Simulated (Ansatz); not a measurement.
In doubt: masses and optical values from hybrid runs of this build are listed as unsure (in some of the runs), which bears on the screening that GW takes from such a start.

LaInO3 (Pnma), computed twice by G0W0.

```
La In O
1.0
     5.94040    0.00000    0.00000
     0.00000    8.21580    0.00000
     0.00000    0.00000    5.72290
La In O
4 4 12
Direct
  0.94639 0.25000 0.01531
  0.55361 0.75000 0.51531
  0.44639 0.25000 0.48469
  0.05361 0.75000 0.98469
  0.00000 0.00000 0.50000
  0.50000 0.00000 0.00000
  0.50000 0.50000 0.00000
  0.00000 0.50000 0.50000
  0.04438 0.25000 0.61270
  0.45562 0.75000 0.11270
  0.54438 0.25000 0.88730
  0.95562 0.75000 0.38730
  0.19805 0.05936 0.19558
  0.30195 0.94064 0.69558
  0.69805 0.44064 0.30442
  0.80195 0.55936 0.80442
  0.80195 0.94064 0.80442
  0.69805 0.05936 0.30442
  0.30195 0.55936 0.69558
  0.19805 0.44064 0.19558
```

Geometry: measured cell, ions relaxed with r2SCAN. The runs that relaxed it are not among those shown. Spin-orbit coupling is left out unless a run names it.

The first (Ansatz 0.2.0; start r2SCAN, 2×2×2 mesh, 436 empty bands, screening to 78 eV, hard PAW files; 1 × NVIDIA GB200 (shared by 2 runs) with 24 threads of Arm Neoverse V2, shared host) gave, on its mesh: starting gap 3.57 eV, G0W0 gap 4.43 eV, RPA ε∞ (mean) 4.26, 19 s.

Question: The second changes start from r2SCAN to PBE0 and files from hard PAW to default PAW. What does it give?

It gave: starting gap 5.11 eV, G0W0 gap 4.99 eV, RPA ε∞ (mean) 3.58, 30 s. The G0W0 gap moves by +0.57 eV, +1.54 eV from the start and −0.97 eV from the correction. Σc changes by −0.38 eV at the valence top and +0.07 eV at the conduction bottom, and Σx − Vxc between them by −1.43 eV.

Limits: not at the basis limit; f levels unsure; no spin-orbit coupling; coarse k mesh.

[Paths, hosts, dates, memory and timing lines, banners, echoed tables and standing remarks are left out of the program output.]

[Logs are printed without paths, hosts, clocks, repeated set-up lines and the standing remarks that a program may print on its own settings, such as how far it seeks lower states.]

[Runs of the session that timed out or met a known fault of the program may be left out.]

[Cells called generated may have been cut or substituted from an entry of the Crystallography Open Database or the Materials Project.]

[Hosts, paths, dates, database ids (printed as entryN), source tags and the programs' standing remarks are cut or masked in the printed files.]
